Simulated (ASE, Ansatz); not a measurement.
**Localised basis functions on 1T-ZrS2 zigzag nanoribbon, bare edges, Se on S sites (64 atoms)**

Aim: test how closely localised support functions follow the reference on 1T-ZrS2 zigzag nanoribbon, bare edges, Se on S sites (64 atoms), and at what cost. A setting counts as converged where the r.m.s. difference of forces stays under 1 % of the r.m.s. force.

Method: Kohn-Sham DFT, PBE, PAW (set soft_2, large core), plane waves, in Ansatz 0.2.0.

## 1. Set-up

The cell holds 64 atoms: 22 Zr, 37 S and 5 Se. Its edges and angles: a = 7.320 Å, b = 42.753 Å, c = 12.920 Å, α = 90.0°, β = 90.0°, γ = 90.0°. It derives from ZrS2 (1T-ZrS2) and ZrSe2. 1T-ZrS2 (a = 3.66 Å), rectangular cell with x along the zigzag direction; strip nominally 33 Å wide, 2 periods, 10 Å of vacuum, 5 of 42 S replaced by Se at random; not relaxed, displaced by a Gaussian of 0.02 Å. Vacuum lies along b and c. The structure repeats along a.

Limits known from the start: Beside vacuum, support functions can miss their usual error bounds without a warning. The main run has no spin polarisation, so any moments at edges, vacancies or dangling bonds can't form in it. Only the Γ point is sampled, in a cell whose periodic width is 7 Å.

## 2. Plane-wave single point

This run is the reference for what follows, at a cutoff of 420 eV.

File input.yaml:

```yaml
crystal:
  lattice:
    - [7.32, 0.0, 0.0]
    - [0.0, 42.75308, 0.0]
    - [0.0, 0.0, 12.92]
  atoms:
    - { symbol: Zr, position: [0.99843, 0.117, 0.50084] }
    - { symbol: S, position: [0.00369, 0.16566, 0.61144] }
    - { symbol: Se, position: [0.2478, 0.14185, 0.38374] }
    - { symbol: Zr, position: [0.25071, 0.19154, 0.49847] }
    - { symbol: S, position: [0.24885, 0.24128, 0.61267] }
    - { symbol: S, position: [0.99853, 0.21674, 0.3841] }
    - { symbol: Zr, position: [0.99941, 0.26577, 0.49832] }
    - { symbol: S, position: [0.00466, 0.31451, 0.61362] }
    - { symbol: S, position: [0.24994, 0.28989, 0.38624] }
    - { symbol: Zr, position: [0.24952, 0.33965, 0.50099] }
    - { symbol: S, position: [0.24985, 0.38971, 0.61653] }
    - { symbol: S, position: [0.99855, 0.36414, 0.38663] }
    - { symbol: Zr, position: [0.99732, 0.41359, 0.50022] }
    - { symbol: S, position: [0.99931, 0.4626, 0.61367] }
    - { symbol: S, position: [0.25086, 0.43758, 0.38659] }
    - { symbol: Zr, position: [0.25527, 0.48795, 0.50042] }
    - { symbol: S, position: [0.24919, 0.53747, 0.61353] }
    - { symbol: Se, position: [0.00252, 0.51227, 0.38793] }
    - { symbol: Zr, position: [0.00269, 0.56228, 0.50008] }
    - { symbol: S, position: [0.00364, 0.61196, 0.61351] }
    - { symbol: S, position: [0.24981, 0.5863, 0.38987] }
    - { symbol: Zr, position: [0.25009, 0.63599, 0.49943] }
    - { symbol: S, position: [0.25526, 0.68507, 0.61641] }
    - { symbol: S, position: [0.0085, 0.65983, 0.3868] }
    - { symbol: Zr, position: [0.00151, 0.71087, 0.50149] }
    - { symbol: S, position: [0.9982, 0.75948, 0.61186] }
    - { symbol: S, position: [0.24764, 0.73501, 0.38486] }
    - { symbol: Zr, position: [0.25534, 0.78399, 0.4992] }
    - { symbol: S, position: [0.24277, 0.83366, 0.61373] }
    - { symbol: S, position: [0.99996, 0.80943, 0.38667] }
    - { symbol: Zr, position: [0.99722, 0.85864, 0.49766] }
    - { symbol: S, position: [0.24686, 0.8841, 0.3865] }
    - { symbol: Zr, position: [0.49936, 0.11677, 0.50158] }
    - { symbol: Se, position: [0.4993, 0.16622, 0.61609] }
    - { symbol: S, position: [0.74925, 0.14164, 0.38833] }
    - { symbol: Zr, position: [0.75159, 0.19081, 0.50091] }
    - { symbol: S, position: [0.74869, 0.24071, 0.61419] }
    - { symbol: S, position: [0.50286, 0.21568, 0.38783] }
    - { symbol: Zr, position: [0.49868, 0.26509, 0.50073] }
    - { symbol: S, position: [0.50405, 0.3145, 0.61246] }
    - { symbol: S, position: [0.75233, 0.29058, 0.38833] }
    - { symbol: Zr, position: [0.75157, 0.33922, 0.49813] }
    - { symbol: S, position: [0.75232, 0.38835, 0.61256] }
    - { symbol: S, position: [0.49915, 0.36404, 0.38569] }
    - { symbol: Zr, position: [0.50123, 0.41298, 0.50082] }
    - { symbol: S, position: [0.49752, 0.46332, 0.61122] }
    - { symbol: Se, position: [0.74731, 0.4381, 0.38414] }
    - { symbol: Zr, position: [0.75341, 0.48708, 0.5003] }
    - { symbol: S, position: [0.7524, 0.53711, 0.61357] }
    - { symbol: Se, position: [0.49952, 0.5123, 0.38667] }
    - { symbol: Zr, position: [0.50047, 0.56216, 0.4996] }
    - { symbol: S, position: [0.49776, 0.61051, 0.61383] }
    - { symbol: S, position: [0.7522, 0.58669, 0.38625] }
    - { symbol: Zr, position: [0.74736, 0.63625, 0.501] }
    - { symbol: S, position: [0.75588, 0.68553, 0.61491] }
    - { symbol: S, position: [0.49826, 0.66046, 0.38576] }
    - { symbol: Zr, position: [0.50146, 0.71058, 0.50088] }
    - { symbol: S, position: [0.50562, 0.7593, 0.61196] }
    - { symbol: S, position: [0.74642, 0.73469, 0.38931] }
    - { symbol: Zr, position: [0.74815, 0.78442, 0.49919] }
    - { symbol: S, position: [0.74999, 0.83337, 0.61454] }
    - { symbol: S, position: [0.49943, 0.80918, 0.38537] }
    - { symbol: Zr, position: [0.50544, 0.85791, 0.499] }
    - { symbol: S, position: [0.74767, 0.88333, 0.38796] }
kpoints:
  mp_grid: { grid: [1, 1, 1] }
hamiltonian:
  xc: pbe
  pseudopotentials: { kind: paw, core: large }
scf:
  occupations: { method: gaussian, width: 0.025 }
output:
  forces: true
  populations: true
  dos:
    method: { smearing: { sigma: 0.08 } }
    de: 0.1
    projected: { site_lists: { S: [S], Se: [Se], Zr: [Zr] } }
  eigenvalues: true
  write_density: true
  write_potential: true
  volumetric_format: npy
```

Launch:

```console
$ ansatz run input.yaml --threads 8 --pin off --max-ram 15872MiB --backend cpu --events-out ev --progress --plain --runs-dir out
```

Numbers of over 12 decimals in the logs are rounded to 6 here.

The log of the run:

```text
Engine: ansatz 0.2.0, aarch64-unknown-linux-gnu
Pseudopotentials: kind: paw
Pseudopotential: Zr, paw, valence charge 12, recommended cutoff 420 eV (normal), Zr.paw.azcp
Pseudopotential: S, paw, valence charge 6, recommended cutoff 420 eV (normal), S.paw.azcp
Pseudopotential: Se, paw, valence charge 6, recommended cutoff 420 eV (normal), Se.paw.azcp#standard-large-core
[... 5 lines on functional and potentials left out ...]
Crystal: 64 atoms, lattice volume = 4043.347 Å³
Basis set: ecut = 420 eV, 79137 PW (Γ), exchange–correlation on 100×576×180 points (8 copies of the dense FFT grid, shifted against one another)
Bands: 322, of which v1, the nominal top of the filled ones, is band 258 counted from 1 (257 counted from 0)
Symmetry: 1 space group operations
Space group: P1 (ITA 1), of the structure as read, at distance tolerance 1.6e-4 Å
k-points: 1
[... 7 lines on functional and potentials left out ...]
Initial density: superposition of atomic densities (neutral atoms: chi_scale 0, normalization atom)
Initial wavefunctions: pseudopotential atomic-orbital guess
Functional: x = pbe(κ = 0.804, μ = 0.219515), c = pbe(β = 0.066725)
SCF iter   1: F=—  HF=-138419.394887 eV  |F-HF|=—  |Δ(HF+E_count)|=         —  Δρ=3.17e-2  dr2=1.70e2  ethr=3.10e-3  ⟨swp⟩=10.0  Hψ=1595  notcnv=0  defer=5
preconditioner: auto → LDOS  [metal: Δε(μ)=0.024 eV  Ē_g=7.856 eV  σ=0.025 eV  W_gap=0.49  n_scr=492 (ndim 8)  ℏωp=10.8 eV  f_vac=0.569  D(μ)=101.71/eV (n_scr^D=664)  β→1.0]
SCF iter   2: F=—  HF=-138430.827738 eV  |F-HF|=—  |Δ(HF+E_count)|=    1.14e1  Δρ=4.72e-2  dr2=1.04e3  ethr=3.10e-3  ⟨swp⟩=6.0  Hψ=1003  notcnv=0  defer=55  recentre
SCF iter   3: F=—  HF=-138400.189519 eV  |F-HF|=—  |Δ(HF+E_count)|=    3.06e1  Δρ=1.46e-2  dr2=1.19e2  ethr=3.10e-3  ⟨swp⟩=4.0  Hψ=759  notcnv=0  defer=56
SCF iter   4: F=—  HF=-138396.015797 eV  |F-HF|=—  |Δ(HF+E_count)|=    4.17e0  Δρ=8.47e-3  dr2=2.88e1  ethr=3.10e-3  ⟨swp⟩=9.0  Hψ=555  notcnv=0  defer=51
SCF iter   5: F=—  HF=-138394.681609 eV  |F-HF|=—  |Δ(HF+E_count)|=    1.33e0  Δρ=4.80e-3  dr2=2.05e0  ethr=3.10e-3  ⟨swp⟩=4.0  Hψ=397  notcnv=0  defer=50
SCF iter   6: F=—  HF=-138394.551852 eV  |F-HF|=—  |Δ(HF+E_count)|=   1.30e-1  Δρ=3.92e-3  dr2=1.85e0  ethr=3.97e-4  ⟨swp⟩=5.0  Hψ=582  notcnv=0  defer=50
SCF iter   7: F=—  HF=-138394.516279 eV  |F-HF|=—  |Δ(HF+E_count)|=   3.56e-2  Δρ=2.84e-3  dr2=1.03e0  ethr=3.58e-4  ⟨swp⟩=2.0  Hψ=513  notcnv=0  defer=51
SCF iter   8: F=—  HF=-138394.486136 eV  |F-HF|=—  |Δ(HF+E_count)|=   3.01e-2  Δρ=1.63e-3  dr2=6.31e-1  ethr=2.00e-4  ⟨swp⟩=2.0  Hψ=277  notcnv=0  defer=51
SCF iter   9: F=—  HF=-138394.495649 eV  |F-HF|=—  |Δ(HF+E_count)|=   9.51e-3  Δρ=1.30e-3  dr2=2.68e-1  ethr=1.22e-4  ⟨swp⟩=4.0  Hψ=343  notcnv=0  defer=51
SCF iter  10: F=—  HF=-138394.480661 eV  |F-HF|=—  |Δ(HF+E_count)|=   1.50e-2  Δρ=5.96e-4  dr2=1.44e-1  ethr=5.19e-5  ⟨swp⟩=3.0  Hψ=334  notcnv=0  defer=51
[...]
SCF iter  20: F=—  HF=-138394.475237 eV  |F-HF|=—  |Δ(HF+E_count)|=   1.30e-5  Δρ=3.42e-5  dr2=1.26e-3  ethr=2.79e-7  ⟨swp⟩=2.0  Hψ=283  notcnv=0  defer=50
SCF iter  21: F=—  HF=-138394.475239 eV  |F-HF|=—  |Δ(HF+E_count)|=   1.62e-6  Δρ=2.15e-5  dr2=5.41e-4  ethr=2.45e-7  ⟨swp⟩=1.0  Hψ=272  notcnv=0  defer=50
SCF iter  22: F=—  HF=-138394.475231 eV  |F-HF|=—  |Δ(HF+E_count)|=   7.50e-6  Δρ=7.52e-6  dr2=2.41e-5  ethr=1.05e-7  ⟨swp⟩=1.0  Hψ=272  notcnv=0  defer=50
SCF iter  23: F=—  HF=-138394.475445 eV  |F-HF|=—  |Δ(HF+E_count)|=   2.14e-4  Δρ=4.22e-6  dr2=3.36e-6  ethr=4.67e-9  ⟨swp⟩=2.0  Hψ=373  notcnv=0  defer=50
SCF iter  24: F=—  HF=-138394.475445 eV  |F-HF|=—  |Δ(HF+E_count)|=   1.03e-7  Δρ=3.53e-6  dr2=2.34e-6  ethr=6.51e-10  ⟨swp⟩=3.0  Hψ=388  notcnv=0  defer=50
SCF iter  25: F=—  HF=-138394.475445 eV  |F-HF|=—  |Δ(HF+E_count)|=   4.18e-8  Δρ=2.70e-6  dr2=5.36e-6  ethr=4.53e-10  ⟨swp⟩=2.0  Hψ=349  notcnv=0  defer=50  recentre
SCF iter  26: F=—  HF=-138394.475445 eV  |F-HF|=—  |Δ(HF+E_count)|=   4.27e-8  Δρ=1.35e-6  dr2=2.78e-7  ethr=4.53e-10  ⟨swp⟩=1.0  Hψ=272  notcnv=0  defer=50
SCF iter  27: F=—  HF=-138394.475445 eV  |F-HF|=—  |Δ(HF+E_count)|=   1.55e-8  Δρ=1.12e-6  dr2=1.93e-7  ethr=5.39e-11  ⟨swp⟩=3.0  Hψ=400  notcnv=0  defer=50
SCF iter  28: F=—  HF=-138394.475445 eV  |F-HF|=—  |Δ(HF+E_count)|=   1.57e-8  Δρ=1.30e-6  dr2=1.89e-7  ethr=3.74e-11  ⟨swp⟩=2.0  Hψ=323  notcnv=0  defer=50
SCF iter  29: F=-138394.475445 eV  HF=-138394.475445 eV  |F-HF|=2.87e-8  |Δ(HF+E_count)|=  7.57e-10  Δρ=5.49e-7  dr2=5.16e-8  ethr=1.94e-11  ⟨swp⟩=29.0  Hψ=3563  notcnv=0
SCF 1 converged in 29 iterations: F = -138394.475445 eV  dr2 = 5.16e-8
  greatest PAW one-centre occupation: 0.996 electrons in one spin orbital (limit 2), on the Zr atom at site 32 (counted from 0), in its partial waves of l = 0
WARN: The output density's exchange-correlation potential varies sharply where the density is thin. Do not read a vacuum level from v_tot or v_xc, or from such a field of the output density. On a cell that repeats whose density bears no net charge and no dipole along the vacuum's axis use v_es (v_loc + v_h of the components); [...]
SCF converged after 29 iterations
Free energy (F): -138394.475445 eV
Harris-Foulkes:  -138394.475445 eV  (|F-HF|=2.87e-8)
Internal energy: -138394.459886 eV  (E = F + TS)
E sigma→0 (E₀):  -138394.467665 eV
Entropy (-TS):   -0.015560 eV (-0.243 meV/atom)
Fermi energy:    -0.200160 eV
--- Per-component energies (eV) ---
  E_band       = -7808.478778
  E_kinetic    = 11792.309213
  E_local      = -188163.741055  (includes V_loc(G=0)·N_el)
  E_nonlocal   = 3036.630800
  E_hartree    = 87679.287317
  E_xc         = -8117.490012
  E_vxc        = -7859.825326  (∫ρ·V_xc dr)
  E_paw        = -98206.310581  (= ΣΔE_a)
  E_vpaw       = -1972.419942  (= ΣTr[D̂ρ^β])
  E_aug_tail   = 0.000588  (compensation charges beyond the density's cutoff)
  E_ewald      = 53584.853844
  E_smearing   = -0.015560  (= −TS)
  E_closure    = -0.000000  (closes the sum)
  Σ components = -138394.475445   (vs F -138394.475445, Δ=0.00e0)
--- Forces (eV/Å), atoms counted from 1 ---
  atom   1  Zr    -0.43202540     2.28241634     0.48872473
  atom   2  S     -0.06019182    -1.44953981     0.04275669
  atom   3  Se     0.06450006    -1.33479940    -1.41760955
  atom   4  Zr    -0.59143825     1.65685138     0.00650435
  atom   5  S      0.03392476    -0.41736281     0.00580286
  atom   6  S     -0.00284991    -0.51213759     0.31165730
  atom   7  Zr     0.05284887     0.00740204     0.04173195
  atom   8  S     -0.16581886    -0.03463137    -0.14351048
  atom   9  S      0.07859259     0.12441603     0.09520994
  atom  10  Zr     0.05806942     0.08925341     0.09992715
  atom  11  S      0.03692608    -0.38984745    -0.38010520
  atom  12  S      0.19343515     0.00145642     0.12666022
  atom  13  Zr     0.80116771    -0.17944072     0.53269634
  atom  14  S     -0.05632153    -0.14645076    -0.09681253
[...]
atom  63  Zr    -0.28148284     0.14563984    -2.49357841
  atom  64  S     -0.24775125    -0.42814973     1.59537865
  max |Σ_I F_I| component: 7.65e-5 eV/Å
--- Band table (eV) ---
  k-point 0: bands = ["-50.3723", "-50.3491", "-50.3011", "-50.2912", [... 306 levels ...], "2.2028", "2.2162", "2.2387", "2.2901", "2.2933", "2.3060", "2.3515", "2.3651", "2.4012", "2.4286", "2.4652", "2.4968"]
--- Löwdin populations: 64 sites ---
  site symbol       q [e]
     0     Zr     11.4320
     1      S      6.3552
     2     Se      6.2250
[...]
63      S      6.4302
  spilling = 0.006123 (of n_electrons = 516.000000)
```

Run time: 40 s. Hardware: 8 threads of Arm Neoverse V2, shared host; peak memory 4.1 GiB; 5 min of CPU time.

In the SCF lines HF is the Harris–Foulkes energy and dr2 the Hartree energy of the density residual, in eV; the loop may stop once dr2 is under the threshold and the program's other checks hold. Hψ counts applications of the Hamiltonian.

The program notes that potentials were chosen by core size and the exchange-correlation potential is rough where the density is thin.

The run gave:

| Item | Value |
| --- | --- |
| free energy | -138394.4754 eV |
| free energy per atom | -2162.4137 eV/atom |
| SCF cycles | 29 |
| r.m.s. force component | 0.6152 eV/Å |
| longest force | 2.707 eV/Å |
| Fermi energy | -0.2002 eV |
| levels partly filled by over 2 per cent | 3 |
| spilling of the projection | 0.006123 |

Neighbours are counted within 3.02 Å (S-Zr), 3.02 Å (Zr-Se).

Length of the force by element and coordination:

| element | coordination | atoms | mean length of the force (eV/Å) | spread | least | most |
| --- | --- | --- | --- | --- | --- | --- |
| S | all | 37 | 0.504 | 0.428 | 0.129 | 2.08 |
| S | 2 | 2 | 1.88 | 0.207 | 1.67 | 2.08 |
| S | 3 | 35 | 0.426 | 0.279 | 0.129 | 1.45 |
| Se | all | 5 | 1.89 | 0.152 | 1.65 | 2.12 |
| Zr | all | 22 | 1.06 | 0.793 | 0.0677 | 2.71 |
| Zr | 3 | 2 | 2.08 | 0.289 | 1.80 | 2.37 |
| Zr | 5 | 2 | 2.61 | 0.0966 | 2.51 | 2.71 |
| Zr | 6 | 18 | 0.774 | 0.542 | 0.0677 | 1.77 |

Löwdin charges by element and coordination (they lack the spilled electrons, 0.049 e an atom on average):

| element | coordination | atoms | mean charge (e) | spread | least | most |
| --- | --- | --- | --- | --- | --- | --- |
| S | all | 37 | -0.376 | 0.038 | -0.490 | -0.295 |
| S | 2 | 2 | -0.452 | 0.0222 | -0.475 | -0.430 |
| S | 3 | 35 | -0.371 | 0.0338 | -0.490 | -0.295 |
| Se | all | 5 | -0.275 | 0.0251 | -0.294 | -0.225 |
| Zr | all | 22 | 0.838 | 0.0999 | 0.556 | 0.978 |
| Zr | 3 | 2 | 0.562 | 0.0058 | 0.556 | 0.568 |
| Zr | 5 | 2 | 0.970 | 0.0081 | 0.962 | 0.978 |
| Zr | 6 | 18 | 0.854 | 0.0394 | 0.744 | 0.903 |

States in the cell by windows of 1 eV, zero at the Fermi level; the larger projections on atomic orbitals stand beside the total:

| from (eV) | to (eV) | total | S p | Zr d | Se p | S s |
| --- | --- | --- | --- | --- | --- | --- |
| -18 | -14 | 0.0 | 0.0 | 0.0 | 0.0 | 0.0 |
| -14 | -13 | 10.4 | 0.1 | 0.3 | 0.0 | 3.7 |
| -13 | -12 | 57.6 | 0.3 | 6.4 | 0.0 | 43.1 |
| -12 | -11 | 16.0 | 0.1 | 0.6 | 0.0 | 14.4 |
| -11 | -6 | 0.0 | 0.0 | 0.0 | 0.0 | 0.0 |
| -6 | -5 | 12.5 | 6.6 | 3.1 | 1.2 | 0.1 |
| -5 | -4 | 41.8 | 23.5 | 10.1 | 4.2 | 1.0 |
| -4 | -3 | 94.3 | 57.0 | 25.7 | 7.6 | 1.3 |
| -3 | -2 | 46.9 | 34.6 | 6.4 | 3.6 | 0.8 |
| -2 | -1 | 51.7 | 42.1 | 3.3 | 4.8 | 0.2 |
| -1 | 0 | 8.5 | 4.0 | 2.8 | 0.8 | 0.1 |
| 0 | 1 | 45.5 | 6.4 | 34.2 | 1.1 | 0.5 |
| 1 | 2 | 33.3 | 5.6 | 24.6 | 0.9 | 0.1 |

The curve was stored every 0.10 eV, coarse against its broadening of 0.08 eV, so these counts are rough.

The stored curve holds about 340 of the 516 electrons; the rest, give or take the few that broadening carries across the Fermi level, lie in deeper levels below its range.

The levels nearest the highest filled one (over half full), pooled over k-points and spins:

| level less the highest filled one (eV) | occupation |
| --- | --- |
| -1.15 | 2 |
| -1.01 | 2 |
| -0.912 | 2 |
| -0.798 | 2 |
| -0.138 | 2 |
| 0 | 1.75 |
| 0.0433 | 0.195 |
| 0.0544 | 0.054 |
| 0.104 | 0 |
| 0.170 | 0 |
| 0.200 | 0 |
| 0.241 | 0 |

Electrostatic potential energy in the ab plane at fractional z = 0.384, with atoms of Se and S within 0.2 Å of it. With pseudopotentials it is smooth inside the atoms' cores, unlike the true potential.

Ten even steps from '_' (-37 eV) to '@' (5 eV), each cell a mean:
```
@@@@@@@@@@@@@@@@@@@@@@@@@@@@@@@@@@@@@@@@
@@@@@@@@@@@@@@@@@@@@@@@@@@@@@@@@@@@@@@@@
@@@@%%==------##@@@@@@@@%%++------##@@@@
%%%%@@%%%%##%%@@@@%%%%%%@@%%####%%@@@@%%
..::**%%@@@@@@%%==....::**%%@@@@@@%%==..
@@@@@@%%####%%%%@@@@@@@@@@%%####%%@@@@@@
@@@@%%==::::::##%%@@@@@@%%==::::--**%%@@
++**%%@@@@@@@@@@##++++**%%@@@@@@@@@@##**
====**%%%%%%%%%%++======##%%%%%%@@%%**==
@@@@%%++======##@@@@@@@@%%++======##@@@@
%%%%%%##******%%%%%%%%%%%%%%****##%%@@%%
__..++%%@@@@@@##--..__..++%%@@@@@@%%--..
##%%@@@@%%%%%%@@%%%%##%%@@%%%%%%%%%%%%%%
@@@@%%==....::**%%@@@@%%##::____..++%%@@
**##%%@@@@@@@@@@%%****##%%@@@@@@@@@@%%**
----##%%@@@@@@%%++------##%%@@%%@@%%++--
@@@@%%**++++++%%@@@@@@@@@@**====++##@@@@
%%%%%%##++++++%%%%%%%%@@%%##++++**##%%%%
----##@@@@@@@@%%++------**@@@@@@@@%%==::
##%%%%%%%%%%%%@@%%######%%@@%%%%%%@@%%##
@@@@##::____..++%%@@@@@@%%==....::**%%@@
%%%%@@@@%%%%@@@@%%%%%%%%@@@@@@@@@@@@%%%%
@@@@@@@@@@@@@@@@@@@@@@@@@@@@@@@@@@@@@@@@
@@@@@@@@@@@@@@@@@@@@@@@@@@@@@@@@@@@@@@@@
```
Columns run along a (7.3 Å; values clipped at the 3rd and 97th percentile), rows up along b (42.8 Å). Atoms in or near the plane, at fractional coordinates: Se at (0.25, 0.14), S at (0.00, 0.22), S at (0.25, 0.29), S at (0.00, 0.36), S at (0.25, 0.44), Se at (0.00, 0.51), S at (0.25, 0.59), S at (0.01, 0.66), S at (0.25, 0.74), S at (0.00, 0.81), S at (0.25, 0.88), S at (0.75, 0.14), S at (0.50, 0.22), S at (0.75, 0.29) and more.

Valence density in the ab plane at fractional z = 0.384, with atoms of Se and S within 0.2 Å of it. It is the smooth field of the valence electrons, not physical close to the nuclei.

Ten even steps from '0' (0.00 × 1e-1 e/Å³) to '9' (9.39 × 1e-1 e/Å³), each cell a mean:
```
00000000000000000000
00000000000000000000
01377685200137768520
11223332111122333211
89621014898962101489
11123332111112332111
01488795210148878520
55310012455531000135
57521013665642101256
01366674100126767520
11245443111123444311
57621014755762101376
22212221222222222222
01489896210147657621
44211111344421111134
68521013776852101377
01256563100125656410
11255564110124555421
68520013776852001378
33211112334321111123
11476576210138989621
00011111000001111000
00000000000000000000
00000000000000000000
```
Columns run along a (7.3 Å), rows up along b (42.8 Å). Atoms in or near the plane, at fractional coordinates: Se at (0.25, 0.14), S at (0.00, 0.22), S at (0.25, 0.29), S at (0.00, 0.36), S at (0.25, 0.44), Se at (0.00, 0.51), S at (0.25, 0.59), S at (0.01, 0.66), S at (0.25, 0.74), S at (0.00, 0.81), S at (0.25, 0.88), S at (0.75, 0.14), S at (0.50, 0.22), S at (0.75, 0.29) and more.

Mean Löwdin charges: S -0.38, Se -0.27, Zr +0.84 e (they miss 0.61 % of the electrons, so they add up to more than the cell's charge). Within 0.4 eV of the Fermi level the largest share is Zr d (72 % of the projected weight).

(Part 1 of 2 ends here.)

[Logs are printed without paths, hosts, clocks, repeated set-up lines and the standing remarks that a program may print on its own settings, such as how far it seeks lower states.]

[Hosts, paths, dates, database ids (printed as entryN), source tags and the programs' standing remarks are cut or masked in the printed files.]
